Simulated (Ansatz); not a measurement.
## Be2Ge (model cell, started as antifluorite): a soft mode frozen in

Wanted: the energy along a soft mode of Be2Ge (model cell, started as antifluorite) and the structure at the end.

Program: Ansatz 0.2.0. Level of theory: DFT PBEsol, scalar-relativistic, plane waves, PAW. Results are calculated unless marked as measured.

The structure was built from a prototype and need not be the compound's stable phase.

### Step 1. Starting point

Symmetry: Fm-3m, No. 225, cubic system. Conventional cell: a = 5.332 Å, b = 5.332 Å, c = 5.332 Å, α = 90.00°, β = 90.00°, γ = 90.00°. Ge has 8 Be at 2.31 Å nearest. Nearest to Be lie 4 Ge at 2.31 Å. Farther neighbours are not listed.

### Step 2. The dispersion

The cell comes from relaxations at this level that are not shown. Stability and thermal properties need the whole zone. Linear response on a 4×4×4 q mesh gives force constants as far as a supercell of that size would.

The input, input.yaml:

```yaml
crystal:
  lattice:
    - [0.0, 2.6658020919, 2.6658020919]
    - [2.6658020919, 0.0, 2.6658020919]
    - [2.6658020919, 2.6658020919, 0.0]
  atoms:
    - { symbol: Ge, position: [0.0, 0.0, 0.0] }
    - { symbol: Be, position: [0.25, 0.25, 0.25] }
    - { symbol: Be, position: [0.75, 0.75, 0.75] }
kpoints:
  mp_grid: { grid: [12, 12, 12] }
hamiltonian:
  xc: pbesol
scf:
  occupations: { method: methfessel_paxton, width: 0.15 }
output:
  eigenvalues: true
phonons:
  method: dfpt
  qmesh: [4, 4, 4]
  temperatures: { t_max: 1000, t_step: 50 }
  qpath:
    path:
      - [[0.0, 0.0, 0.0], [0.5, 0.0, 0.5], [0.625, 0.25, 0.625]]
      - [[0.375, 0.375, 0.75], [0.0, 0.0, 0.0], [0.5, 0.5, 0.5], [0.5, 0.25, 0.75], [0.5, 0.0, 0.5]]
    npoints: 10
```

Launch:

```sh
ansatz run input.yaml --threads 4 --pin off --max-ram 7168MiB --backend cpu --events-out ev --progress --plain --runs-dir out
```

Numbers of over 12 decimals in the logs are rounded to 6 here.

What it wrote:

```text
Warning: phonons: the dynamical matrix that this run interpolates holds no multipole term above the dipole-dipole one, and a site of this crystal is no centre of inversion, so its interpolated transverse optical and acoustic branches and sound speeds can stay off near Gamma, and the density of states and the thermodynamics with them. What a run solves at a wave vector of phonons.qpoints, Gamma apart, where the deck admits one, is free of this, and under fd what a larger phonons.supercell samples
Engine: ansatz 0.2.0, x86_64-unknown-linux-gnu
Pseudopotentials: kind: paw
Pseudopotential: Ge, paw, valence charge 14, recommended cutoff 420 eV (normal), Ge.paw.azcp
Pseudopotential: Be, paw, valence charge 2, recommended cutoff 420 eV (normal), Be.paw.azcp
Functional definition: PBEsol
  exchange = pbesol_x
  correlation = pbesol_c
Crystal: 3 atoms, lattice volume = 37.889 Å³
Basis set: ecut = 420 eV, 725 PW (Γ), exchange–correlation on 54×54×54 points (8 copies of the dense FFT grid, shifted against one another)
Bands: 13, of which v1, the nominal top of the filled ones, is band 9 counted from 1 (8 counted from 0)
Symmetry: 48 space group operations
k-points: 72 of 1728
Non-local potential: Ge, projectors of the file, l = 0: 2, l = 1: 2, l = 2: 3, l = 3: 1
Non-local potential: Be, projectors of the file, l = 0: 2, l = 1: 2, l = 2: 1
PAW form: soft (Blöchl's): semilocal exchange-correlation on the pseudo side does not see the compensation charge
PAW frozen core: Ge, regenerated for the run's functional, and the local potential with it (the file was generated under x = pbe(κ = 0.804, μ = 0.219515), c = pbe(β = 0.066725))
PAW frozen core: Be, regenerated for the run's functional, and the local potential with it (the file was generated under x = pbe(κ = 0.804, μ = 0.219515), c = pbe(β = 0.066725))
PAW one-centre angular grid: Ge, 590 points (default); XC on 64 Gauss nodes
PAW one-centre angular grid: Be, 110 points (default); XC on 64 Gauss nodes
Initial density: superposition of atomic densities (neutral atoms: chi_scale 0, normalization atom), corrected by the library's trained network
Initial wavefunctions: pseudopotential atomic-orbital guess
Functional: x = pbesol(κ = 0.804, μ = 0.123457), c = pbesol(β = 0.046)
SCF iter   1: F=—  HF=-4433.541623 eV  |F-HF|=—  |Δ(HF+E_count)|=         —  Δρ=2.45e-3  dr2=3.02e-3  ethr=1.77e-3  ⟨swp⟩=5.2  Hψ=5228  notcnv=0
preconditioner: auto → Kerker (q_TF=auto, 2.410 Å⁻¹)  [metal: Δε(μ)=0.036 eV  Ē_g=19.914 eV  σ=0.150 eV  W_gap=0.20  n_scr=14 (ndim 8)  ℏωp=25.6 eV  f_vac=0.002  D(μ)=0.26/eV (n_scr^D=0)]
SCF iter   2: F=—  HF=-4433.540974 eV  |F-HF|=—  |Δ(HF+E_count)|=   6.50e-4  S|Δr|=    0.00e0  Δρ=1.85e-3  dr2=1.74e-3  ethr=1.68e-5  ⟨swp⟩=1.0  Hψ=1514  notcnv=0
SCF iter   3: F=—  HF=-4433.541210 eV  |F-HF|=—  |Δ(HF+E_count)|=   2.36e-4  S|Δr|=    0.00e0  Δρ=1.02e-3  dr2=2.76e-4  ethr=9.68e-6  ⟨swp⟩=2.9  Hψ=1582  notcnv=0
SCF iter   4: F=—  HF=-4433.541054 eV  |F-HF|=—  |Δ(HF+E_count)|=   1.56e-4  S|Δr|=    0.00e0  Δρ=4.68e-4  dr2=6.91e-5  ethr=1.54e-6  ⟨swp⟩=2.0  Hψ=1301  notcnv=0
SCF iter   5: F=—  HF=-4433.541072 eV  |F-HF|=—  |Δ(HF+E_count)|=   1.80e-5  S|Δr|=    0.00e0  Δρ=2.78e-4  dr2=1.22e-5  ethr=3.84e-7  ⟨swp⟩=1.3  Hψ=977  notcnv=0
SCF iter   6: F=—  HF=-4433.541067 eV  |F-HF|=—  |Δ(HF+E_count)|=   5.19e-6  S|Δr|=    0.00e0  Δρ=2.40e-5  dr2=1.26e-7  ethr=6.80e-8  ⟨swp⟩=2.1  Hψ=1377  notcnv=0
SCF iter   7: F=—  HF=-4433.541067 eV  |F-HF|=—  |Δ(HF+E_count)|=   1.72e-7  S|Δr|=    0.00e0  Δρ=2.08e-6  dr2=1.06e-9  ethr=7.02e-10  ⟨swp⟩=2.0  Hψ=1581  notcnv=0
SCF iter   8: F=—  HF=-4433.541067 eV  |F-HF|=—  |Δ(HF+E_count)|=  6.16e-10  S|Δr|=    0.00e0  Δρ=1.78e-6  dr2=5.76e-10  ethr=5.90e-12  ⟨swp⟩=2.8  Hψ=1566  notcnv=0
SCF iter   9: F=—  HF=-4433.541067 eV  |F-HF|=—  |Δ(HF+E_count)|=  4.31e-10  S|Δr|=    0.00e0  Δρ=2.43e-7  dr2=1.14e-11  ethr=3.20e-12  ⟨swp⟩=2.1  Hψ=1503  notcnv=0
SCF iter  10: F=-4433.541067 eV  HF=-4433.541067 eV  |F-HF|=1.82e-12  |Δ(HF+E_count)|=  9.09e-12  S|Δr|=    0.00e0  Δρ=1.12e-8  dr2=5.38e-14  ethr=1.00e-12  ⟨swp⟩=5.0  Hψ=3652  notcnv=0
SCF 1 converged in 10 iterations: F = -4433.541067 eV  dr2 = 5.38e-14
  greatest PAW one-centre occupation: 0.998 electrons in one spin orbital (limit 2), on the Ge atom at site 0 (counted from 0), in its partial waves of l = 2
Initial density: read from a saved state, or passed on in memory by an earlier SCF of this step, an earlier step, the calling program or the single point that the run made first
iter 1 solved again at ethr=4.62e-7 eV; its pass at ethr=3.10e-3 eV (dr2=8.31e-5 eV) is discarded
SCF iter   1: F=—  HF=-4433.541067 eV  |F-HF|=—  |Δ(HF+E_count)|=         —  Δρ=8.83e-7  dr2=3.54e-10  ethr=4.62e-7  ⟨swp⟩=2.1  Hψ=7408  notcnv=0
eigensolver tolerance schedule: the retry pair's looser diagonalisation over-reported the residual by 234861.12 of it (diagonalisation noise at an unbounded share of the residual, at the tolerance the schedule requests for it); recorded, not acted on — ethr = c·dr2/N_el stays at c = 1.0e-1
preconditioner: auto → Kerker (q_TF=auto, 2.410 Å⁻¹)  [metal: Δε(μ)=0.036 eV  Ē_g=19.954 eV  σ=0.150 eV  W_gap=0.20  n_scr=14 (ndim 8)  ℏωp=25.6 eV  f_vac=0.000  D(μ)=0.26/eV (n_scr^D=0)]
SCF iter   2: F=—  HF=-4433.541067 eV  |F-HF|=—  |Δ(HF+E_count)|=   8.96e-8  S|Δr|=    0.00e0  Δρ=4.90e-7  dr2=9.08e-11  ethr=1.97e-12  ⟨swp⟩=3.4  Hψ=2228  notcnv=0
SCF iter   3: F=—  HF=-4433.541067 eV  |F-HF|=—  |Δ(HF+E_count)|=  5.55e-11  S|Δr|=    0.00e0  Δρ=2.81e-7  dr2=3.48e-11  ethr=1.00e-12  ⟨swp⟩=2.1  Hψ=1339  notcnv=0
SCF iter   4: F=—  HF=-4433.541067 eV  |F-HF|=—  |Δ(HF+E_count)|=  1.46e-11  S|Δr|=    0.00e0  Δρ=1.84e-7  dr2=1.57e-11  ethr=1.00e-12  ⟨swp⟩=1.0  Hψ=936  notcnv=0
SCF iter   5: F=-4433.541067 eV  HF=-4433.541067 eV  |F-HF|=6.37e-12  |Δ(HF+E_count)|=  9.09e-13  S|Δr|=    0.00e0  Δρ=1.29e-7  dr2=7.62e-12  ethr=1.00e-12  ⟨swp⟩=2.0  Hψ=1843  notcnv=0
SCF 2 converged in 5 iterations: F = -4433.541067 eV  dr2 = 7.62e-12
phonons: the bands overlap, so this run is a metal and interpolates without the dipole-dipole term. If the crystal is really an insulator or semiconductor, its LO-TO splitting is missing
NSCF: frozen V_eff on 72 k-points
NSCF: frozen V_eff on 163 k-points
DFPT response loops at q = (0, 0, 0) (fractional): preconditioner auto → Kerker (q_TF=auto, 2.410 Å⁻¹) (partly filled bands, converged f_vac=0.000); β = 1.00, the filter's whole step (`scf.mixing.beta` (0.50) is not read by the response loops under this deck's `scf.mixing.preconditioner`; to damp them name `kerker` or `kerker_dos`, under which they read `scf.mixing.beta`, and type it under 1.00, their step now; both keys bind the ground state too); Broyden in place of MSR1
NSCF: frozen V_eff on 1872 k-points
DFPT response loops at q = (0, 0, 0.25) (fractional): mixed as the last ones told, above
NSCF: frozen V_eff on 952 k-points
DFPT response loops at q = (0, 0, -0.5) (fractional): mixed as the last ones told, above
NSCF: frozen V_eff on 1020 k-points
DFPT response loops at q = (0, 0.25, 0.25) (fractional): mixed as the last ones told, above
NSCF: frozen V_eff on 3456 k-points
DFPT response loops at q = (0, 0.25, -0.5) (fractional): mixed as the last ones told, above
NSCF: frozen V_eff on 1872 k-points
DFPT response loops at q = (0, 0.25, -0.25) (fractional): mixed as the last ones told, above
NSCF: frozen V_eff on 560 k-points
DFPT response loops at q = (0, -0.5, -0.5) (fractional): mixed as the last ones told, above
NSCF: frozen V_eff on 1020 k-points
DFPT response loops at q = (0.25, -0.5, -0.25) (fractional): mixed as the last ones told, above
SCF converged after 10 iterations
Stability not checked: this state was not tested for a lower state beside it, because cold or Methfessel-Paxton smearing, or corrected tetrahedra, fill the levels in a way that the test cannot read (fill_not_monotonic; see scf.lower_state_search)
Free energy (F): -4433.541067 eV
Harris-Foulkes:  -4433.541067 eV  (|F-HF|=1.82e-12)
Internal energy: -4433.541219 eV  (E = F + TS)
E sigma→0 (E₀):  -4433.541105 eV
Entropy (-TS):   0.000152 eV (0.051 meV/atom)
Fermi energy:    9.255605 eV
--- Per-component energies (eV) ---
  E_band       = -128.682170
  E_kinetic    = 152.007698
  E_local      = -2537.576278  (includes V_loc(G=0)·N_el)
  E_nonlocal   = 430.137853
  E_hartree    = 1125.815520
  E_xc         = -114.081534
  E_vxc        = -106.304806  (∫ρ·V_xc dr)
  E_paw        = -2094.670619  (= ΣΔE_a)
  E_vpaw       = -318.577940  (= ΣTr[D̂ρ^β])
  E_aug_tail   = 0.000271  (compensation charges beyond the density's cutoff)
  E_ewald      = -1396.111129
  E_core_change = 0.936999  (= ΣΔE_core)
  E_smearing   = 0.000152  (= −TS)
  E_closure    = 0.000000  (closes the sum)
  Σ components = -4433.541067   (vs F -4433.541067, Δ=0.00e0)
--- Band table (eV; the first three rows and the last of 72) ---
  k-point 0: bands = [... 5 lower, -3.6873, 9.7632, 9.7632, 9.7632, 9.9048, 9.9048, 9.9048, 13.7198]
  k-point 1: bands = [... 5 lower, -3.5991, 8.1478, 9.1209, 9.1209, 10.5817, 10.5817, 10.9555, 14.1589]
  k-point 2: bands = [... 5 lower, -3.3368, 6.3552, 8.5279, 8.5279, 11.1489, 11.1489, 11.3568, 14.8106]
  k-point 71: bands = [... 5 lower, -0.4422, 3.3587, 3.3587, 3.8997, 12.6874, 12.6874, 13.6172, 13.7864]
--- Phonons (Γ-DFPT): 2 representative perturbations + reference (Σ response iterations 6) ---
  ASR residual: 1.326e-6 → 0.000e0 eV/Å²; symmetrization residual: 3.298e-7 eV/Å²
  ASR residual per site (eV/Å²): 8.67e-7 1.33e-6 1.33e-6
  Γ frequencies (cm⁻¹): 0.00 0.00 0.00 378.61 378.61 378.61 389.62 389.62 389.62
--- Phonons (arbitrary-q DFPT): 8 irreducible q on the 4×4×4 mesh ---
  q = [0.0000, 0.0000, 0.0000] (star 1, of the zone-centre solve; hermiticity 8.18e-8, symmetrization 2.69e-13): -0.00 0.00 0.00 378.61 378.61 378.61 389.62 389.62 389.62
  q = [0.0000, 0.0000, 0.2500] (star 8, 2 solved perturbations on 936 of 1728 k-point pairs; hermiticity 1.88e-7, symmetrization 2.19e-13): 52.55 52.55 166.55 362.87 362.87 382.77 406.48 406.48 499.56
  q = [0.0000, 0.0000, -0.5000] (star 4, 2 solved perturbations on 476 of 1728 k-point pairs; hermiticity 6.76e-8, symmetrization 1.16e-12): -44.87 -44.87 203.54 390.27 390.27 408.96 408.96 429.84 532.98
  q = [0.0000, 0.2500, 0.2500] (star 6, 4 solved perturbations in 1608 linear systems a pass and spin channel, the states on 510 of 1728 k-point pairs; hermiticity 8.15e-8, symmetrization 4.14e-13): 77.45 77.45 168.14 341.44 341.44 414.79 417.04 417.04 490.08
  q = [0.0000, 0.2500, -0.5000] (star 24, 4 solved perturbations in 5328 linear systems a pass and spin channel, the states on 1728 of 1728 k-point pairs; hermiticity 4.62e-8, symmetrization 2.87e-13): 41.64 150.87 181.60 361.13 384.62 408.19 417.95 439.74 475.37
  q = [0.0000, 0.2500, -0.2500] (star 12, 4 solved perturbations in 2892 linear systems a pass and spin channel, the states on 936 of 1728 k-point pairs; hermiticity 9.33e-8, symmetrization 2.75e-13): 83.65 154.19 169.95 348.41 390.00 407.19 420.05 441.48 450.94
  q = [0.0000, -0.5000, -0.5000] (star 3, 4 solved perturbations in 886 linear systems a pass and spin channel, the states on 280 of 1728 k-point pairs; hermiticity 1.82e-8, symmetrization 2.44e-13): -74.47 -74.47 221.22 358.65 358.65 416.06 416.06 423.26 531.69
  q = [0.2500, -0.5000, -0.2500] (star 6, 4 solved perturbations in 1544 linear systems a pass and spin channel, the states on 510 of 1728 k-point pairs; hermiticity 1.54e-8, symmetrization 7.34e-13): 143.92 163.68 163.68 394.67 397.67 401.63 401.63 411.78 463.21
  sum rule: each row above includes the acoustic sum rule's correction from the zone centre's row sums; it moved no ω² by more than (0.20 cm⁻¹)²
  mesh force constants: q→R imaginary residual 3.89e-18; ASR residual 1.326e-6 → 0.000e0 eV/Å²; symmetrization residual 1.193e-15 eV/Å²
  interpolated dispersion: 62 rows × 9 modes
  density of states and harmonic sums: on the 20×20×20 q-mesh, interpolated from the force constants of a 4×4×4 supercell (no non-analytic term)
  largest difference from the sums on the solved wave vectors: F 3.03e-2 eV, S 4.33e-5 and C_V 1.37e-5 eV/K
  zero-point energy: 0.175023 eV/cell   skipped modes (ω ≤ 0): 48, of them read as no rigid motion or as one in doubt: 45 (1.138e-1 modes/cell left out, lowest -74.47 cm⁻¹)   left out of the sums: 1.27e-2 of the cell's modes: C_V's classical limit lies that fraction below 3 k_B per atom; for a crystal, a wire or a layer, F and S can be off by more, and a phonons.interpolated_qmesh denser along its periods is the remedy for the sampling
```

It took 5.3 min on 4 threads of Intel Xeon 6975P-C (Granite Rapids), shared host; peak memory 2.2 GiB; 13 min of CPU time.

This step gave:

```
volume per atom                                         : 12.63 Å³
gap on the k-mesh                                       : 0 eV
sum-rule residual before enforcement                    : 1.33e-6 eV/Å²
lowest frequency on the path                            : -74.47 cm⁻¹
point group                                             : m-3m
highest frequency on the path or at a solved wavevector : 533 cm⁻¹
highest optical mode at the zone centre (no LO-TO term) : 389.6 cm⁻¹
lowest optical zone-centre mode                         : 378.6 cm⁻¹
lowest mode on the q mesh (acoustic modes at Γ apart)   : -74.47 cm⁻¹
```

Frequencies (cm⁻¹) solved at each irreducible wavevector; negative means imaginary. Frequencies by wavevector, by row:

| q in reciprocal lattice units | star | mode 1 | mode 2 | mode 3 | mode 4 | mode 5 | mode 6 | mode 7 | mode 8 | mode 9 |
| --- | --- | --- | --- | --- | --- | --- | --- | --- | --- | --- |
| 0 0 0 | 1 | 0 | 0 | 0 | 378.6 | 378.6 | 378.6 | 389.6 | 389.6 | 389.6 |
| 0 0 0.25 | 8 | 52.5 | 52.5 | 166.6 | 362.9 | 362.9 | 382.8 | 406.5 | 406.5 | 499.6 |
| 0 0 -0.5 | 4 | -44.9 | -44.9 | 203.5 | 390.3 | 390.3 | 409 | 409 | 429.8 | 533 |
| 0 0.25 0.25 | 6 | 77.5 | 77.5 | 168.1 | 341.4 | 341.4 | 414.8 | 417 | 417 | 490.1 |
| 0 0.25 -0.5 | 24 | 41.6 | 150.9 | 181.6 | 361.1 | 384.6 | 408.2 | 417.9 | 439.7 | 475.4 |
| 0 0.25 -0.25 | 12 | 83.7 | 154.2 | 169.9 | 348.4 | 390 | 407.2 | 420.1 | 441.5 | 450.9 |
| 0 -0.5 -0.5 | 3 | -74.5 | -74.5 | 221.2 | 358.6 | 358.6 | 416.1 | 416.1 | 423.3 | 531.7 |
| 0.25 -0.5 -0.25 | 6 | 143.9 | 163.7 | 163.7 | 394.7 | 397.7 | 401.6 | 401.6 | 411.8 | 463.2 |

Interpolated from a 4×4×4 q mesh. Phonon branches along the path, in cm⁻¹:

| point | branch 1 | branch 2 | branch 3 | branch 4 | branch 5 | branch 6 | branch 7 | branch 8 | branch 9 |
| --- | --- | --- | --- | --- | --- | --- | --- | --- | --- |
| Γ | 0 | 0 | 0 | 379 | 379 | 379 | 390 | 390 | 390 |
| halfway | 78 | 78 | 168 | 341 | 341 | 415 | 417 | 417 | 490 |
| X | -74 | -74 | 221 | 359 | 359 | 416 | 416 | 423 | 532 |
| halfway | -60 | 62 | 214 | 361 | 374 | 409 | 417 | 422 | 515 |
| U | 32 | 151 | 199 | 363 | 396 | 402 | 417 | 419 | 482 |
| jump to K | 32 | 151 | 199 | 363 | 396 | 402 | 417 | 419 | 482 |
| halfway | 78 | 126 | 153 | 347 | 374 | 384 | 415 | 449 | 464 |
| Γ | 0 | 0 | 0 | 379 | 379 | 379 | 390 | 390 | 390 |
| halfway | 53 | 53 | 167 | 363 | 363 | 383 | 406 | 406 | 500 |
| L | -45 | -45 | 204 | 390 | 390 | 409 | 409 | 430 | 533 |
| halfway | 82 | 132 | 192 | 366 | 388 | 417 | 422 | 444 | 458 |
| W | 144 | 164 | 164 | 395 | 398 | 402 | 402 | 412 | 463 |
| halfway | 74 | 76 | 207 | 375 | 376 | 407 | 414 | 420 | 500 |
| X | -74 | -74 | 221 | 359 | 359 | 416 | 416 | 423 | 532 |

The phonon branches as a text plot (rows in cm⁻¹):

```
    520 |        *******                     *******          ***
    495 |      **       **                  *       *        *
    470 |    **           **   ***         *         **  ****
    444 |   *               ********      *          ****
    419 |  ***********************  *    *  * *******************
    394 |****           ********* ************ ***************
    368 |**       ***********   ***************    ******    ****
    343 |  *******           *****
    318 |
    293 |
    267 |
    242 |
    217 |        ********                                     ***
    191 |       *        ****                ************   **
    166 |      *           *****            *           ****
    141 |    **          **    ***         *          ** ***
    115 |   *           *       ****      *          *  *   *
     90 |    ***             **** ***    *          * **     *
     65 |  **   *      *   **    ****      **        *
     39 | **     *        *         **  ***  *     **         *
     14 |                *           *  *     *
    -11 |*                            **           *
    -37 |               *                      ****
    -62 |         ******                                       **
         Γ           X  U|K            Γ         L        W     X
```

Symmetry leaves 8 wavevectors to solve. The lowest mode among them, the acoustic zeros apart, lies at q = (0, -0.5, -0.5) and is imaginary, 74.5i cm⁻¹, so the energy falls along it.

### Step 3. The mode frozen in, largest atomic shift 0 Å

The mode followed lies at q = (0, -0.5, -0.5) with frequency 74.5i cm⁻¹ and is 2-fold degenerate, the softest among the wavevectors solved. At small amplitude the distorted cell has space group no. 11 by a symmetry search on the positions. The undistorted cell that holds it gives the zero of energy on the same k mesh.

System of this step: Be2Ge (model cell, started as antifluorite). The structure is cubic, space group Fm-3m (No. 225). The conventional cell has a = 5.332 Å, b = 5.332 Å, c = 5.332 Å, α = 90.00°, β = 90.00°, γ = 90.00°. Nearest to Ge lie 8 Be at 2.31 Å. Be has 4 Ge at 2.31 Å nearest. Farther neighbours are not listed.

The input, input.yaml:

```yaml
crystal:
  lattice:
    - [0.0, -2.6658020919, -2.6658020919]
    - [0.0, 2.6658020919, -2.6658020919]
    - [5.3316041838, 0.0, 0.0]
  atoms:
    - { symbol: Ge, position: [0.5, 0.5, 0.5] }
    - { symbol: Ge, position: [0.0, 0.0, 0.0] }
    - { symbol: Be, position: [0.0, 0.5, 0.75] }
    - { symbol: Be, position: [0.5, 0.0, 0.25] }
    - { symbol: Be, position: [0.0, 0.5, 0.25] }
    - { symbol: Be, position: [0.5, 0.0, 0.75] }
kpoints:
  mp_grid: { grid: [8, 8, 6] }
hamiltonian:
  xc: pbesol
scf:
  occupations: { method: methfessel_paxton, width: 0.15 }
output:
  forces: true
  stress: true
  eigenvalues: true
```

What it wrote:

```text
[...]
Crystal: 6 atoms, lattice volume = 75.778 Å³
Basis set: ecut = 420 eV, 1465 PW (Γ), exchange–correlation on 54×54×72 points (8 copies of the dense FFT grid, shifted against one another)
Bands: 24, of which v1, the nominal top of the filled ones, is band 18 counted from 1 (17 counted from 0)
Symmetry: 32 space group operations
[...]
k-points: 60 of 384
[...]
k-point 0: bands = [... 14 lower, 4.9815, 9.1873, 9.2245, 9.7639, 9.7639, 9.7650, 9.9041, 9.9048, ... 2 higher]
  k-point 1: bands = [... 14 lower, 5.1245, 8.4265, 8.4265, 9.0524, 9.2606, 9.3810, 9.8454, 11.3656, ... 2 higher]
  k-point 2: bands = [... 14 lower, 5.5512, 7.2205, 7.2205, 7.6189, 9.3646, 9.6981, 9.9736, 12.4230, ... 2 higher]
  k-point 59: bands = [... 14 lower, 3.3587, 3.3587, 3.9003, 3.9003, 12.6872, 12.6872, 12.6872, 12.6872, ... 2 higher]
[key lines of the parts left out:]
SCF converged after 7 iterations
Free energy (F): -8867.080928 eV
Fermi energy:    9.259908 eV
P = ⅓ Tr σ = -0.0037 GPa (-0.037 kbar)
```

Wall time 2.2 s (4 threads); peak memory 0.45 GiB.

This step gave:

| Item | Value |
| --- | --- |
| pressure | -0.003659 GPa |
| energy from the undistorted cell | 0 meV/atom |

The run ends at a pressure of 0.00 GPa.

(Continued in part 2 of 2.)

[Logs are printed without paths, hosts, clocks, repeated set-up lines and the standing remarks that a program may print on its own settings, such as how far it seeks lower states.]

[Hosts, paths, dates, database ids (printed as entryN), source tags and the programs' standing remarks are cut or masked in the printed files.]
